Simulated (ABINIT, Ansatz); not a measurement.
# Quasiparticle gap of KCdF3 (Pm-3m) in ABINIT

How does a plane-wave GW calculation on KCdF3 (Pm-3m) run from the first input to the gap?

Program: ABINIT 10.8.3. Level of theory: LDA and many-body steps on it, plane waves. Results are calculated unless marked as measured.

### Step 1. The starting structure

It takes space group Pm-3m (No. 221, cubic). The conventional cell has a = 4.382 Å, b = 4.382 Å, c = 4.382 Å, α = 90.00°, β = 90.00°, γ = 90.00°. K has 12 F at 3.10 Å nearest. Nearest to Cd lie 6 F at 2.19 Å. Nearest to F lie 2 Cd at 2.19 Å and 4 K at 3.10 Å. Farther neighbours and most contacts between anions are not listed.

The cell and positions are those that the Materials Project relaxed with its own functionals (PBE, PBE+U or r2SCAN), kept fixed.

### Step 2. Ground state

This step: ABINIT 10.8.3; DFT, LDA, plane waves, norm-conserving pseudopotentials.

The ground-state density comes first.

Input file run.abi:

```
acell 3*1.0 Angstrom
rprim 
  4.382089020000 0.000000000000 0.000000000000
  0.000000000000 4.382089020000 0.000000000000
  0.000000000000 0.000000000000 4.382089020000
ntypat 3
znucl 19 48 9
natom 5
typat 1 2 3 3 3
xred 
  0.000000000000 0.000000000000 0.000000000000
  0.500000000000 0.500000000000 0.500000000000
  0.000000000000 0.500000000000 0.500000000000
  0.500000000000 0.000000000000 0.500000000000
  0.500000000000 0.500000000000 0.000000000000
pp_dirpath "pseudos"
pseudos "K.upf, Cd.upf, F.upf"
ecut 47
ngkpt 6 6 6
nshiftk 1
shiftk 0 0 0
kptopt 1
chksymbreak 0
nband 31
occopt 1
tolvrs 1e-10
nstep 60
prtwf 0
optforces 0
optstress 0
indata_prefix "in"
outdata_prefix "out"
tmpdata_prefix "tmp"
```

On the command line:

```sh
OMP_NUM_THREADS=1 mpirun -n 4 abinit run.abi > log
```

Numbers of over 12 decimals in the logs are rounded to 6 here.

Log:

```text
.Version 10.8.3 of ABINIT. v10.8.2 released Aug 2026.

 Symmetries : space group Pm -3 m (#221); Bravais cP (primitive cubic)
================================================================================
 Values of the parameters that define the memory need of the present run
     intxc =       0    ionmov =       0      iscf =       7    lmnmax =       6
     lnmax =       6     mgfft =      54  mpssoang =       3    mqgrid =    3001
     natom =       5  nloc_mem =       1    nspden =       1   nspinor =       1
    nsppol =       1      nsym =      48    n1xccc =    2501    ntypat =       3
    occopt =       1   xclevel =       1
-    mband =          31        mffmem =           1         mkmem =           5
       mpw =        8780          nfft =      157464          nkpt =          20
================================================================================
  Rough estimation (10% accuracy) of disk space for files :
================================================================================

--------------------------------------------------------------------------------
------------- Echo of variables that govern the present computation ------------
--------------------------------------------------------------------------------
 -outvars: echo values of preprocessed input variables --------
            acell      1.8897261259E+00  1.8897261259E+00  1.8897261259E+00 Bohr

      chksymbreak           0
             ecut      4.70000000E+01 Hartree
-          fftalg         312

              ixc       -1012
              kpt      0.00000000E+00  0.00000000E+00  0.00000000E+00
                       1.66666667E-01  0.00000000E+00  0.00000000E+00
                       3.33333333E-01  0.00000000E+00  0.00000000E+00
                       5.00000000E-01  0.00000000E+00  0.00000000E+00
                       1.66666667E-01  1.66666667E-01  0.00000000E+00
                       3.33333333E-01  1.66666667E-01  0.00000000E+00
                       5.00000000E-01  1.66666667E-01  0.00000000E+00
                       3.33333333E-01  3.33333333E-01  0.00000000E+00
                       5.00000000E-01  3.33333333E-01  0.00000000E+00
   [... 9 further rows ...]
                       5.00000000E-01  5.00000000E-01  3.33333333E-01
                       5.00000000E-01  5.00000000E-01  5.00000000E-01
         kptrlatt        6    0    0      0    6    0      0    0    6
          kptrlen      4.96856886E+01
P           mkmem           5
            natom           5
            nband          31
            ngfft          54      54      54
             nkpt          20
            nstep          60
             nsym          48
           ntypat           3
              occ      2.000000  2.000000  2.000000  2.000000  2.000000  2.000000
                       2.000000  2.000000  2.000000  2.000000  2.000000  2.000000
                       2.000000  2.000000  2.000000  2.000000  2.000000  2.000000
                       2.000000  2.000000  2.000000  2.000000  2.000000  2.000000
                       2.000000  0.000000  0.000000  0.000000  0.000000  0.000000
                       0.000000
        optforces           0
        optstress           0
            prtwf           0
            rprim      4.3820890200E+00  0.0000000000E+00  0.0000000000E+00
[...]
spgroup         221

           tolvrs      1.00000000E-10

             xred      0.0000000000E+00  0.0000000000E+00  0.0000000000E+00
[...]
znucl       19.00000   48.00000    9.00000

================================================================================

 chkinp: Checking input parameters for consistency.

================================================================================
== DATASET  1 ==================================================================
-   mpi_nproc: 4, omp_nthreads: 1 (-1 if OMP is not activated)

--- !DatasetInfo
iteration_state: {dtset: 1, }
dimensions: {natom: 5, nkpt: 20, mband: 31, nsppol: 1, nspinor: 1, nspden: 1, mpw: 8780, }
cutoff_energies: {ecut:  47.0, pawecutdg:  -1.0, }
electrons: {nelect:   5.00000000E+01, charge:   0.00000000E+00, occopt:   1.00000000E+00, tsmear:   1.00000000E-02, }

 Real(R)+Recip(G) space primitive vectors, cartesian coordinates (Bohr,Bohr^-1):
 R(1)=  8.2809481  0.0000000  0.0000000  G(1)=  0.1207591  0.0000000  0.0000000
 R(2)=  0.0000000  8.2809481  0.0000000  G(2)=  0.0000000  0.1207591  0.0000000
 R(3)=  0.0000000  0.0000000  8.2809481  G(3)=  0.0000000  0.0000000  0.1207591
 Unit cell volume ucvol=  5.6785858E+02 bohr^3
 Angles (23,13,12)=  9.00000000E+01  9.00000000E+01  9.00000000E+01 degrees

 getcut: wavevector=  0.0000  0.0000  0.0000  ngfft=  54  54  54
         ecut(hartree)=     47.000   => boxcut(ratio)=   2.11300

--- Pseudopotential description ------------------------------------------------
- K Generated using ONCVPSP code by D. R. Hamann
- 19.00000   9.00000  180309                  znucl, zion, pspdat
12 -1012 2 -1 2170                            pspcod,pspxc,lmax,lloc,mmax
     nproj     2     2     2
  pspatm : epsatm=    8.21740868
         --- l  ekb(1:nproj) -->
[...]
pspatm: atomic psp has been read  and splines computed

- Cd Generated using ONCVPSP code by D. R. Hamann
- 48.00000  20.00000  180309                  znucl, zion, pspdat
12 -1012 2 -1 1336                            pspcod,pspxc,lmax,lloc,mmax
     nproj     2     2     2
  pspatm : epsatm=   23.37058476
         --- l  ekb(1:nproj) -->
[...]
pspatm: atomic psp has been read  and splines computed

- F Generated using ONCVPSP code by D. R. Hamann
-  9.00000   7.00000  201202                  znucl, zion, pspdat
12 -1012 2 -1 824                             pspcod,pspxc,lmax,lloc,mmax
     nproj     2     2     1
  pspatm : epsatm=    4.94580260
         --- l  ekb(1:nproj) -->
[...]
2   -2.364936
 pspatm: atomic psp has been read  and splines computed

   2.32127006E+03                                ecore*ucvol(ha*bohr**3)
--------------------------------------------------------------------------------

_setup2: Arith. and geom. avg. npw (full set) are    8741.745    8741.727

================================================================================

--- !BeginCycle
iteration_state: {dtset: 1, }
solver: {iscf: 7, nstep: 60, nline: 4, wfoptalg: 0, }
tolerances: {tolvrs: 1.00E-10, }

     iter   Etot(hartree)      deltaE(h)  residm     vres2
 ETOT  1  -273.98967252662    -2.740E+02 4.578E+00 1.406E+04
 ETOT  2  -277.50698017470    -3.517E+00 8.179E-01 1.194E+04
 ETOT  3  -278.92032010482    -1.413E+00 3.714E-02 2.554E+03
 ETOT  4  -279.03024647717    -1.099E-01 4.980E-02 1.112E+03
 ETOT  5  -279.02729160352     2.955E-03 5.617E-03 1.150E+03
 ETOT  6  -279.08852383161    -6.123E-02 4.799E-03 3.749E+02
 ETOT  7  -279.11895129143    -3.043E-02 3.335E-02 4.201E+00
 ETOT  8  -279.11944366738    -4.924E-04 6.552E-01 1.910E-01
 ETOT  9  -279.11946362890    -1.996E-05 1.160E-02 1.071E-03
 ETOT 10  -279.11946379116    -1.623E-07 2.443E-03 1.189E-04
 ETOT 11  -279.11946381554    -2.439E-08 1.004E-03 2.490E-05
 ETOT 12  -279.11946381869    -3.143E-09 1.064E-03 8.304E-08
 ETOT 13  -279.11946381871    -2.467E-11 1.526E-03 1.301E-08
 ETOT 14  -279.11946381869     1.722E-11 2.195E-03 1.518E-10
 ETOT 15  -279.11946381871    -1.882E-11 1.408E-03 5.226E-12

 At SCF step   15       vres2   =  5.23E-12 < tolvrs=  1.00E-10 =>converged.

--- !ResultsGS
iteration_state: {dtset: 1, }
comment   : Summary of ground state results
lattice_vectors:
- [  8.2809481,   0.0000000,   0.0000000, ]
- [  0.0000000,   8.2809481,   0.0000000, ]
- [  0.0000000,   0.0000000,   8.2809481, ]
lattice_lengths: [   8.28095,    8.28095,    8.28095, ]
lattice_angles: [ 90.000,  90.000,  90.000, ] # degrees, (23, 13, 12)
lattice_volume:   5.6785858E+02
convergence: {deltae: -1.882E-11, res2:  5.226E-12, residm:  1.408E-03, diffor:  0.000E+00, }
etotal    :  -2.79119464E+02
entropy   :   0.00000000E+00
fermie    :   5.52199645E-02
cartesian_stress_tensor: null
pressure_GPa: null
xred      :
- [  0.0000E+00,   0.0000E+00,   0.0000E+00,  K]
- [  5.0000E-01,   5.0000E-01,   5.0000E-01, Cd]
- [  0.0000E+00,   5.0000E-01,   5.0000E-01,  F]
- [  5.0000E-01,   0.0000E+00,   5.0000E-01,  F]
- [  5.0000E-01,   5.0000E-01,   0.0000E+00,  F]
cartesian_forces: null
force_length_stats: {min: null, max: null, mean: null, }

 Integrated electronic density in atomic spheres:
 ------------------------------------------------
 Atom  Sphere_radius  Integrated_density
[...]
================================================================================

 ----iterations are completed or convergence reached----

 Mean square residual over all n,k,spin=   57.848E-07; max=  14.077E-04
 reduced coordinates (array xred) for    5 atoms
       0.000000000000      0.000000000000      0.000000000000
       0.500000000000      0.500000000000      0.500000000000
       0.000000000000      0.500000000000      0.500000000000
       0.500000000000      0.000000000000      0.500000000000
       0.500000000000      0.500000000000      0.000000000000
 rms dE/dt=  0.0000E+00; max dE/dt=  0.0000E+00; dE/dt below (all hartree)
    1       0.000000000000      0.000000000000      0.000000000000
    2       0.000000000000      0.000000000000      0.000000000000
    3       0.000000000000      0.000000000000      0.000000000000
    4       0.000000000000      0.000000000000      0.000000000000
    5       0.000000000000      0.000000000000      0.000000000000

 cartesian coordinates (angstrom) at end:
    1      0.000000     0.000000     0.000000
    2      2.191045     2.191045     2.191045
    3      0.000000     2.191045     2.191045
    4      2.191045     0.000000     2.191045
    5      2.191045     2.191045     0.000000
 length scales=  1.889726125908  1.889726125908  1.889726125908 bohr
              =  1.000000000000  1.000000000000  1.000000000000 angstroms
 prteigrs : about to open file out_EIG
 Fermi (or HOMO) energy (hartree) =   0.05522   Average Vxc (hartree)=  -0.36286
 Eigenvalues (hartree) for nkpt=  20  k points:
 kpt#   1, nband= 31, wtk=  0.00463, kpt=  0.0000  0.0000  0.0000 (reduced coord)
  -3.57374   -2.14769   -2.14769   -2.14769   -0.94467   -0.70059   -0.68866   -0.68866
  -0.34412   -0.34412   -0.34412   -0.12933   -0.12933   -0.12933   -0.11231   -0.11231
  -0.07432   -0.07432   -0.07432   -0.01246   -0.01246   -0.01246   -0.01052   -0.01052
  -0.01052    0.15917    0.35068    0.35068    0.36185    0.43018    0.43018
 prteigrs : prtvol=0 or 1, do not print more k-points.

--- !EnergyTerms
iteration_state     : {dtset: 1, }
comment             : Components of total free energy in Hartree
kinetic             :  1.20241743754229E+02
hartree             :  9.85755988819622E+01
xc                  : -4.65204216923598E+01
Ewald energy        : -1.53518494426778E+02
psp_core            :  4.08776085740497E+00
local_psp           : -3.01913057618123E+02
non_local_psp       : -7.25935750477933E-02
total_energy        : -2.79119463818712E+02
total_energy_eV     : -7.59522753874208E+03
band_energy         : -2.99626777552899E+01

== END DATASET(S) ==============================================================
================================================================================

 -outvars: echo values of variables after computation  --------
           etotal     -2.7911946382E+02
            nband          31
             nkpt          20
          spgroup         221
 [... the other variables as echoed above ...]

 Calculation completed.
```

Run time: 2.1 min. Hardware: 4 MPI ranks of Arm Neoverse N1, shared host; peak memory 0.45 GiB.

This step gave:

```
total energy               : -7595.2275 eV
gap                        : 2.829 eV
k of the valence top       : 0.5, 0.5, 0.5
k of the conduction bottom : 0, 0, 0
least direct gap           : 4.618 eV
```

The gap is indirect, with the least direct gap 1.79 eV higher.

### Step 3. Empty states on the mesh, 2×2×2 mesh, 177 bands

The sums over transitions need many empty states on a uniform mesh; this step solves for them.

run.abi: that of step 2 with these lines changed.

```diff
@@ -18,3 +18,3 @@
 ecut 47
-ngkpt 6 6 6
+ngkpt 2 2 2
 nshiftk 1
@@ -23,9 +23,10 @@
 chksymbreak 0
-nband 31
-occopt 1
-tolvrs 1e-10
+iscf -2
+irdden 1
+istwfk *1
+nband 177
+nbdbuf 16
+tolwfr 1e-09
 nstep 60
-prtwf 0
-optforces 0
-optstress 0
+prtvol 0
 indata_prefix "in"
```

Log:

```text
.Version 10.8.3 of ABINIT. v10.8.2 released Aug 2026.

 Symmetries : space group Pm -3 m (#221); Bravais cP (primitive cubic)
[... echo of the input left out ...]
== DATASET  1 ==================================================================
-   mpi_nproc: 4, omp_nthreads: 1 (-1 if OMP is not activated)

--- !DatasetInfo
iteration_state: {dtset: 1, }
dimensions: {natom: 5, nkpt: 4, mband: 177, nsppol: 1, nspinor: 1, nspden: 1, mpw: 8778, }
cutoff_energies: {ecut:  47.0, pawecutdg:  -1.0, }
electrons: {nelect:   5.00000000E+01, charge:   0.00000000E+00, occopt:   1.00000000E+00, tsmear:   1.00000000E-02, }

 Real(R)+Recip(G) space primitive vectors, cartesian coordinates (Bohr,Bohr^-1):
 R(1)=  8.2809481  0.0000000  0.0000000  G(1)=  0.1207591  0.0000000  0.0000000
 R(2)=  0.0000000  8.2809481  0.0000000  G(2)=  0.0000000  0.1207591  0.0000000
 R(3)=  0.0000000  0.0000000  8.2809481  G(3)=  0.0000000  0.0000000  0.1207591
 Unit cell volume ucvol=  5.6785858E+02 bohr^3
 Angles (23,13,12)=  9.00000000E+01  9.00000000E+01  9.00000000E+01 degrees

 getcut: wavevector=  0.0000  0.0000  0.0000  ngfft=  54  54  54
         ecut(hartree)=     47.000   => boxcut(ratio)=   2.11300

--- Pseudopotential description ------------------------------------------------
- K Generated using ONCVPSP code by D. R. Hamann
- 19.00000   9.00000  180309                  znucl, zion, pspdat
12 -1012 2 -1 2170                            pspcod,pspxc,lmax,lloc,mmax
     nproj     2     2     2
  pspatm : epsatm=    8.21740868
         --- l  ekb(1:nproj) -->
             0   10.940065    0.829722
             1    4.437415    0.568178
             2   -3.386874   -1.066382
 pspatm: atomic psp has been read  and splines computed

- Cd Generated using ONCVPSP code by D. R. Hamann
- 48.00000  20.00000  180309                  znucl, zion, pspdat
12 -1012 2 -1 1336                            pspcod,pspxc,lmax,lloc,mmax
     nproj     2     2     2
  pspatm : epsatm=   23.37058476
         --- l  ekb(1:nproj) -->
[...]
pspatm: atomic psp has been read  and splines computed

- F Generated using ONCVPSP code by D. R. Hamann
-  9.00000   7.00000  201202                  znucl, zion, pspdat
12 -1012 2 -1 824                             pspcod,pspxc,lmax,lloc,mmax
     nproj     2     2     1
  pspatm : epsatm=    4.94580260
         --- l  ekb(1:nproj) -->
[...]
2   -2.364936
 pspatm: atomic psp has been read  and splines computed

--------------------------------------------------------------------------------

================================================================================
 prteigrs : about to open file out_EIG
 Non-SCF case, kpt    1 (  0.00000  0.00000  0.00000), residuals and eigenvalues=
  7.47E-10  6.28E-10  5.67E-10  9.13E-10  3.30E-10  7.07E-10  6.25E-10  6.67E-10
  2.82E-10  3.16E-10  6.88E-10  4.04E-10  5.71E-10  6.54E-10  5.31E-10  5.05E-10
  1.04E-10  6.82E-10  9.09E-10  1.75E-10  1.83E-10  6.24E-10  1.33E-10  4.41E-10
[...]
3.25E-04
 -3.5737E+00 -2.1477E+00 -2.1477E+00 -2.1477E+00 -9.4467E-01 -7.0059E-01
 -6.8866E-01 -6.8866E-01 -3.4412E-01 -3.4412E-01 -3.4412E-01 -1.2933E-01
 -1.2933E-01 -1.2933E-01 -1.1231E-01 -1.1231E-01 -7.4318E-02 -7.4318E-02
[...]
2.8536E+00  2.8536E+00  2.8536E+00  2.9084E+00  2.9102E+00  2.9102E+00
  2.9102E+00  2.9127E+00  2.9127E+00  2.9127E+00  2.9333E+00  2.9334E+00
[...]
prteigrs : prtvol=0 or 1, do not print more k-points.

--- !ResultsGS
iteration_state: {dtset: 1, }
comment   : Summary of ground state results
lattice_vectors:
- [  8.2809481,   0.0000000,   0.0000000, ]
- [  0.0000000,   8.2809481,   0.0000000, ]
- [  0.0000000,   0.0000000,   8.2809481, ]
lattice_lengths: [   8.28095,    8.28095,    8.28095, ]
lattice_angles: [ 90.000,  90.000,  90.000, ] # degrees, (23, 13, 12)
lattice_volume:   5.6785858E+02
convergence: {deltae:  0.000E+00, res2:  0.000E+00, residm:  9.922E-10, diffor:  0.000E+00, }
etotal    :  -2.79119464E+02
entropy   :   0.00000000E+00
fermie    :   5.52199645E-02
cartesian_stress_tensor: null
pressure_GPa: null
xred      :
- [  0.0000E+00,   0.0000E+00,   0.0000E+00,  K]
- [  5.0000E-01,   5.0000E-01,   5.0000E-01, Cd]
- [  0.0000E+00,   5.0000E-01,   5.0000E-01,  F]
- [  5.0000E-01,   0.0000E+00,   5.0000E-01,  F]
- [  5.0000E-01,   5.0000E-01,   0.0000E+00,  F]
cartesian_forces: null
force_length_stats: {min: null, max: null, mean: null, }

 Integrated electronic density in atomic spheres:
 ------------------------------------------------
 Atom  Sphere_radius  Integrated_density
[...]
================================================================================

 ----iterations are completed or convergence reached----

 Mean square residual over all n,k,spin=   45.060E-11; max=  99.219E-11
 reduced coordinates (array xred) for    5 atoms
[...]
0.500000000000      0.000000000000      0.500000000000
       0.500000000000      0.500000000000      0.000000000000

 cartesian coordinates (angstrom) at end:
    1      0.000000     0.000000     0.000000
    2      2.191045     2.191045     2.191045
    3      0.000000     2.191045     2.191045
    4      2.191045     0.000000     2.191045
    5      2.191045     2.191045     0.000000
 length scales=  1.889726125908  1.889726125908  1.889726125908 bohr
              =  1.000000000000  1.000000000000  1.000000000000 angstroms
 prteigrs : about to open file out_EIG
 Eigenvalues (hartree) for nkpt=   4  k points:
 kpt#   1, nband=177, wtk=  0.12500, kpt=  0.0000  0.0000  0.0000 (reduced coord)
[...]
2.84603    2.84603    2.85364    2.85364    2.85364    2.90841    2.91020    2.91020
   2.91020    2.91273    2.91273    2.91273    2.93330    2.93338    2.95710    2.95710
   2.95712
 prteigrs : prtvol=0 or 1, do not print more k-points.

== END DATASET(S) ==============================================================
================================================================================

 -outvars: echo values of variables after computation  --------
            nband         177
             nkpt           4
          spgroup         221
 [... the other variables as echoed above ...]

 Calculation completed.
```

Elapsed: 2.1 min, on 4 MPI ranks; peak memory 0.47 GiB; 8.5 min of CPU time.

This step gave:

| Item | Value |
| --- | --- |
| gap | 2.829 eV |
| k of the valence top | 0.5, 0.5, 0.5 |
| k of the conduction bottom | 0, 0, 0 |
| least direct gap | 4.618 eV |
| k points computed | 4 |
| lowest point of the top converged band, above the valence top | 73.5546 eV |

On this mesh the gap is 2.829 eV.

(Continued in part 2 of 2.)

[Paths, hosts, dates, memory and timing lines, banners, echoed tables and standing remarks are left out of the program output.]

[Logs are printed without paths, hosts, clocks, repeated set-up lines and the standing remarks that a program may print on its own settings, such as how far it seeks lower states.]

[Runs of the session that timed out or met a known fault of the program may be left out.]

[Hosts, paths, dates, database ids (printed as entryN), source tags and the programs' standing remarks are cut or masked in the printed files.]

[G0W0 gaps are taken among the corrected bands and points alone; a level outside them can change the order at an edge.]

[Where Ansatz stands beside ABINIT at settings called matched, ABINIT's density can come from a denser mesh and the files from another edition; pairs whose starting gaps differed by over 0.03 eV were left out, so agreement reads better than it is.]
